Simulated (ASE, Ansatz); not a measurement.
**What do other settings change for ZrC/ZrN superlattice along [111] (378 atoms)?**

The cell holds 378 atoms: 189 Zr, 108 C and 81 N. Cell: a = 9.966 Å, b = 9.966 Å, c = 55.903 Å, α = 90.0°, β = 90.0°, γ = 120.0°. It derives from ZrC and ZrN. Rock-salt lattice with in-plane constant 4.698 Å; 4 periods of ZrC and 3 of ZrN along [111], 3 x 3 in-plane cells; the two parts stretched along z by 1.0 and 0.9567; not relaxed, displaced by a Gaussian of 0.02 Å. Regions: ZrC, 216 atoms (108 Zr and 108 C); ZrN, 162 atoms (81 Zr and 81 N).

Geometry: as built.

Reference run: Kohn-Sham DFT, PBE, PAW (set soft_2), plane waves (Ansatz 0.2.0), cutoff 420 eV, k-mesh 2×2×1, gaussian smearing of 0.025 eV.

- r.m.s. force component: 0.3368 eV/Å
- pressure: -0.9714 GPa
- spacing of highest filled and lowest empty level: 0.0223 eV
- SCF cycles: 13
- time: 21 s on 1 × NVIDIA GB200 with 32 threads of Arm Neoverse V2, shared host

Variants, in no order:
A. support functions medium, spacing 0.383 Å (grid laid 0.373 Å)
B. support functions medium, spacing 0.277 Å (grid laid 0.277 Å)
C. support functions medium, spacing 0.319 Å (grid laid 0.311 Å)
D. support functions medium

**Question.** Rank the variants by how far their forces lie from the reference's, least first.

D, B, C, A.

| variant | Δ force, r.m.s. (meV/Å) | share of r.m.s. force (%) |
| --- | --- | --- |
| D. support functions medium | 0.427 | 0.127 |
| B. support functions medium, spacing 0.277 Å (grid laid 0.277 Å) | 2.30 | 0.684 |
| C. support functions medium, spacing 0.319 Å (grid laid 0.311 Å) | 26.1 | 7.74 |
| A. support functions medium, spacing 0.383 Å (grid laid 0.373 Å) | 257 | 76.4 |

The electron count is odd and the run has no spin polarisation.

[Hosts, paths, dates, database ids (printed as entryN), source tags and the programs' standing remarks are cut or masked in the printed files.]
